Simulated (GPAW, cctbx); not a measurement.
# TaSi: what bonding does to one electron reflection, worked out

TaSi, P6_3/mmc (no. 194), a = 3.0250 Å, b = 3.0250 Å, c = 8.0973 Å, α = 90.00°, β = 90.00°, γ = 120.00°.

```csv
atom,mult.,x,y,z
Ta1,2,0,0,1/2
Si1,2,2/3,1/3,3/4
```

The start was made by putting kin elements into a known structure type; the compound need not exist, or be stable, in this form.

A DFT run (GPAW, PBE, 450 eV, 9×9×3 k-points (along the axes of the calculation cell), Fermi–Dirac width 0.1 eV) gives the static X-ray structure factor of 103 as 14.822 e for the conventional cell; superposed free atoms give 14.969 e. **Problem.** Find the Fourier component V of the crystal potential and the two-beam extinction distance at 80 kV in both cases.

## 1. Geometry

The cell volume is Ω = 64.17 Å³ and d(103) = 1.8799 Å, so g = 1/d = 0.5319 Å⁻¹.

## 2. The nuclei

Electrons feel nuclei as well as electrons, so the nuclear charges are summed with the same phases.

Phase sums Σ exp(2πi h·x), turned so that the total is real and positive: Ta 0.000, Si +1.732. Then F_Z = 73 × (0.000) + 14 × (+1.732) = 24.25 e. The electron term has the same sign for this reflection.

## 3. Mott–Bethe

Poisson's equation, term by term, gives V = (e/4πε₀)(F_Z − F)/(πΩg²), with e/4πε₀ = 14.3996 V Å.

The prefactor is 14.3996 × 1.8799²/(π × 64.17) = 0.25244 V per electron. Free atoms: (24.25 − 14.969) × 0.25244 = 2.343 V. Crystal: (24.25 − 14.822) × 0.25244 = 2.380 V. F changes by -0.98 % and V by +1.6 %: the same 0.15 e is measured against F_Z − F = 9.3 e in place of F = 15.0 e.

## 4. Extinction distance

In the two-beam case ξ = 1/(λU) with U = 2γm₀eV/h², that is ξ = 150.41 V Å²/(γλV).

At 80 kV, λ = 0.04176 Å and γ = 1.1566. Free atoms: ξ = 1330 Å. Crystal: ξ = 1309 Å. The thickness fringes go as sin²(πt/ξ), so the two patterns slip by a quarter of a period when t|1/ξ₁ − 1/ξ₀| = 1/4, at t ≈ 2098 nm, thicker than usual samples. Thermal motion, absorption and many-beam coupling, left out here, change a real pattern.

## 5. Answer

V(103) is 2.38 V against 2.34 V, and ξ is 1309 against 1330 Å. Limits: static atoms, two beams.

[Outputs are excerpts: Python notices, other lines and further rows are left out; steps that failed or that the build refused (PBEsol, TPSS) are not shown.]

[Logs are printed without paths, hosts, clocks, repeated set-up lines and the standing remarks that a program may print on its own settings, such as how far it seeks lower states.]
